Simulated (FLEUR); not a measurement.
# Anisotropy of free Ni(001) film, 5 layers with FLEUR, part 2 of 2

One state of free Ni(001) film, 5 layers is converged without symmetry. Force theorems then give its anisotropy.

FLEUR MaX-R8.1; PBE; all-electron FLAPW film, Dirac cores, scalar-relativistic bands.

So far. Step 2 (Reference state): After 53 cycles the largest moment stands at 0.774 μB.

### 5. Spin–orbit coupling, moments along z

Level of this step: PBE; all-electron FLAPW film, Dirac cores, scalar-relativistic bands with spin-orbit coupling (FLEUR).

Spin–orbit coupling ties the spins to the lattice and lets orbital moments form.

A new self-consistent run of the start ferro +++++, with the moments along z. The k list default-1 (kpts.xml, not shown) is a Γ-centred 30×30×1 mesh.

inp.xml

```
<?xml version="1.0" encoding="UTF-8" standalone="no"?>
<fleurInput fleurInputVersion="0.39">
   <comment>
      Ni
   </comment>
   <calculationSetup>
      <cutoffs Kmax="3.66" Gmax="11.0" GmaxXC="11.0" numbands="190"/>
      <scfLoop itmax="150" minDistance="0.00002" maxIterBroyd="15" imix="Anderson" alpha="0.03" precondParam="0.0" spinf="2.0" sdNocoIR="T"/>
      <coreElectrons ctail="T" frcor="F" kcrel="0" coretail_lmax="0"/>
      <xcFunctional name="pbe" relativisticCorrections="F"/>
      <magnetism jspins="2"/>
      <soc l_soc="T" theta="0.0" phi="0.0" spav="F"/>
      <expertModes spex="0" secvar="F"/>
      <geometryOptimization l_f="F" forcealpha="1.0" forcemix="BFGS" epsdisp="0.00001" epsforce="0.00001"/>
      <ldaU l_linMix="F" mixParam="0.05" spinf="1.0"/>
   </calculationSetup>
   <cell>
      <bzIntegration valenceElectrons="90.0" mode="hist" fermiSmearingEnergy="0.00183747">
         <kPointListSelection listName="default-1"/>
         <xi:include xmlns:xi="http://www.w3.org/2001/XInclude" href="kpts.xml"> </xi:include>
      </bzIntegration>
      <xi:include xmlns:xi="http://www.w3.org/2001/XInclude" href="sym.xml"> </xi:include>
      <filmLattice scale="1.0" dVac="18.6" dTilda="21.1">
         <bravaisMatrixFilm>
            <row-1>    4.7086305846658192     0.0000000000000000</row-1>
            <row-2>    0.0000000000000000     4.7086305846658192</row-2>
         </bravaisMatrixFilm>
         <vacuumEnergyParameters vacuum="1" spinUp="-.25" spinDown="-.25"/>
      </filmLattice>
   </cell>
   <atomSpecies>
      <species name="Nickel (Ni1.000" element="Ni" atomicNumber="28">
         <mtSphere radius="2.24" gridPoints="741" logIncrement="0.016"/>
         <atomicCutoffs lmax="8" lnonsphr="6"/>
         <electronConfig flipSpins="F">
            <coreConfig>(1s1/2) (2s1/2) (2p1/2) (2p3/2)</coreConfig>
            <valenceConfig>(3s1/2) (3p1/2) (3p3/2) (4s1/2) (3d3/2) (3d5/2)</valenceConfig>
            <stateOccupation state="(3d3/2)" spinUp="1.6" spinDown="1.6"/>
            <stateOccupation state="(3d5/2)" spinUp="2.9" spinDown="1.9"/>
         </electronConfig>
         <energyParameters s="4" p="4" d="3" f="4"/>
         <lo type="SCLO" l="0" n="3" eDeriv="0"/>
         <lo type="SCLO" l="1" n="3" eDeriv="0"/>
      </species>
   </atomSpecies>
   <atomGroups>
      <atomGroup species="Nickel (Ni1.000">
         <filmPos label="                   1">.0000000000 .0000000000 -6.6590362680</filmPos>
         <filmPos label="                   5">.0000000000 .0000000000 6.6590362680</filmPos>
         <force calculate="T" relaxXYZ="TTT"/>
      </atomGroup>
      <atomGroup species="Nickel (Ni1.000">
         <filmPos label="                   2">1.000/2.000 1.000/2.000 -3.3294982469</filmPos>
         <filmPos label="                   4">1.000/2.000 1.000/2.000 3.3294982469</filmPos>
         <force calculate="T" relaxXYZ="TTT"/>
      </atomGroup>
      <atomGroup species="Nickel (Ni1.000">
         <filmPos label="                   3">.0000000000 .0000000000 .0000000000</filmPos>
         <force calculate="T" relaxXYZ="TTT"/>
      </atomGroup>
   </atomGroups>
   <output dos="F" band="F" slice="F">
      <bandDOS minEnergy="-.5*Htr" maxEnergy="0.5*Htr" sigma="0.015" storeEVData="T"/>
      <plotting iplot="0" polar="F">
         <plot TwoD="T" vec1="  1.0  0.0  0.0" vec2="  0.0  1.0  0.0" vec3="  0.0  0.0  1.0" zero="  0.0  0.0 -0.5" file="plot"/>
      </plotting>
      <moessbauerParams electricFieldGradient="F" isomerShift="F" coreHyperfine="F" valenceHyperfine="F"/>
   </output>
</fleurInput>
```

crystal.txt

```
Ni
&input film=T cartesian=F /
2.49170000000  0.00000000000  0.00000000000
0.00000000000  2.49170000000  0.00000000000
0.00000000000  0.00000000000  1.00000000000
1.8897261246
1.0 1.0 1.0

5
28 0.00000000000  0.00000000000  -6.65903626800 : 1.000
28 0.50000000000  0.50000000000  -3.32949824690 : 1.000
28 0.00000000000  0.00000000000  0.00000000000 : 1.000
28 0.50000000000  0.50000000000  3.32949824690 : 1.000
28 0.00000000000  0.00000000000  6.65903626800 : 1.000

&soc 0.0000000 0.0000000 /
&kpt div1=30 div2=30 div3=1 gamma=T /
```

Started as:

```console
> OMP_NUM_THREADS=1 inpgen -f crystal.txt > inpgen.log  # inp.xml is then edited as shown
> OMP_NUM_THREADS=1 mpirun -n 4 fleur_MPI > fleur.log
```

Output:

```text
[banner, memory and clock lines left out]
Welcome to FLEUR        (www.flapw.de)
      MaX-Release 8.1          (www.max-centre.eu)

 ========== k-point set info ==========
 Selected k-point list: default-1
 k-point list type: mesh
 0 x 0 x 0
 Number of k points: 228

 [... set-up left out ...]
 Iteration:     1   Distance:      34.23780343 me/bohr^3
 Iteration:     2   Distance:      37.52387978 me/bohr^3
 Iteration:     3   Distance:      20.02600237 me/bohr^3
 Iteration:     4   Distance:      17.59902189 me/bohr^3
 Iteration:     5   Distance:       7.36660472 me/bohr^3
 Iteration:     6   Distance:       7.40128829 me/bohr^3
 Iteration:     7   Distance:       7.51826629 me/bohr^3
 Iteration:     8   Distance:       5.95280260 me/bohr^3
 Iteration:     9   Distance:       5.10817504 me/bohr^3
 Iteration:    10   Distance:       3.08907980 me/bohr^3
[... 19 iterations left out ...]
 Iteration:    30   Distance:       0.00070634 me/bohr^3
 Iteration:    31   Distance:       0.00057081 me/bohr^3
 Iteration:    32   Distance:       0.00057513 me/bohr^3
 Iteration:    33   Distance:       0.00050862 me/bohr^3
 Iteration:    34   Distance:       0.00032327 me/bohr^3
 Iteration:    35   Distance:       0.00009029 me/bohr^3
 Iteration:    36   Distance:       0.00009452 me/bohr^3
 Iteration:    37   Distance:       0.00011590 me/bohr^3
 Iteration:    38   Distance:       0.00003884 me/bohr^3
 Iteration:    39   Distance:       0.00001944 me/bohr^3

 ********************************************************************
 Run finished successfully
 Stop message:
   all done
 ********************************************************************

--- out.xml (last complete iteration) ---
<iteration numberForCurrentRun="   39" overallNumber="   39">
         [... left out ...]
         <bandgap value="0.0000000000" units="eV"/>
         <sumValenceSingleParticleEnergies value="-128.0291620275" units="Htr"/>
         <FermiEnergy value="-0.1803429238" units="Htr"/>
         [... left out ...]
         <magneticMomentsInMTSpheres units="muBohr">
            <globalMagMoment atomType="1" vec="0.00000   0.00000   0.75814"/>
            <globalMagMoment atomType="2" vec="0.00000   0.00000   0.67618"/>
            <globalMagMoment atomType="3" vec="0.00000   0.00000   0.68066"/>
         </magneticMomentsInMTSpheres>
         <orbitalMomentsInMTSpheres units="muBohr">
            <globalMagMoment atomType="1" vec="0.00000   0.00000   0.06743"/>
            <globalMagMoment atomType="2" vec="0.00000   0.00000   0.05475"/>
            <globalMagMoment atomType="3" vec="0.00000   0.00000   0.05093"/>
         </orbitalMomentsInMTSpheres>
         [... left out ...]
         <totalEnergy value="    -7604.0925621783" units="Htr">
            <sumOfEigenvalues value="    -4431.5216017884">
               <coreElectrons value="-4303.4924397609"/>
               <valenceElectrons value="-128.0291620275"/>
            </sumOfEigenvalues>
         [... left out ...]
            <freeEnergy value="-7604.0953065094"/>
            <extrapolationTo0K value="-7604.0939343438"/>
         </totalEnergy>
         <densityConvergence units="me/bohr^3">
            <chargeDensity spin="1" distance="0.0000047164"/>
            <chargeDensity spin="2" distance="0.0000185989"/>
            <overallChargeDensity distance="0.0000189287"/>
            <spinDensity distance="0.0000194431"/>
         </densityConvergence>
      </iteration>
```

Run time: 37 min. Hardware: 4 MPI ranks of Arm Neoverse V1, shared host; peak memory 1.6 GiB.

Spin moment in the muffin-tin sphere by atom:

```
atom  spin moment in the muffin-tin sphere (μB)
 Ni1                                      0.758
 Ni2                                      0.676
 Ni3                                      0.681
 Ni4                                      0.676
 Ni5                                      0.758
```

Numbers from this step:

| Item | Value |
| --- | --- |
| free energy | -206917.9744 eV |
| program's band gap on this mesh (in a metal only a level spacing) | 0 eV |
| magnetization | 3.369 μB |
| final state | ferromagnetic |
| orbital moment along the spin | 0.06743 μB |

Orbital moment in the sphere, along the spin axis by atom:

```
atom  orbital moment in the sphere, along the spin axis (μB)
 Ni1                                                  0.0674
 Ni2                                                  0.0548
 Ni3                                                  0.0509
 Ni4                                                  0.0548
 Ni5                                                  0.0674
```

### 6. What came out

| Quantity | Value |
| --- | --- |
| reference state | ferromagnetic |
| largest sphere moment | 0.774 μB |
| easy direction of those tried | the plane normal to z |
| energy along x less z, force theorem | -0.890 meV a primitive cell |
| orbital moment on the atom of largest spin, along its spin (spin–orbit run) | 0.0674 μB |

By the force theorem the moments prefer the plane normal to z, with no direction in it resolved; shape anisotropy is not in it, and in a film it favours the plane. The difference for the second direction goes from -0.94 meV (mesh 20×20×1, 170 states, 8.8 min of CPU time) to -0.89 meV (mesh 30×30×1, 170 states, 19 min). The orbital moment is parallel to the spin, as Hund's third rule has it for a shell over half filled. The state was typed, and no other order was converged beside it, so it need not be the ground state.

[Logs and program files are shortened in this print: banners, set-up blocks, solver, clock and traceback lines can be left out without a mark of their own.]

[Logs are printed without paths, hosts, clocks, repeated set-up lines and the standing remarks that a program may print on its own settings, such as how far it seeks lower states.]

[Hosts, paths, dates, database ids (printed as entryN), source tags and the programs' standing remarks are cut or masked in the printed files.]

[Where a cell is said to come from a database of computed structures, the database is the Materials Project.]
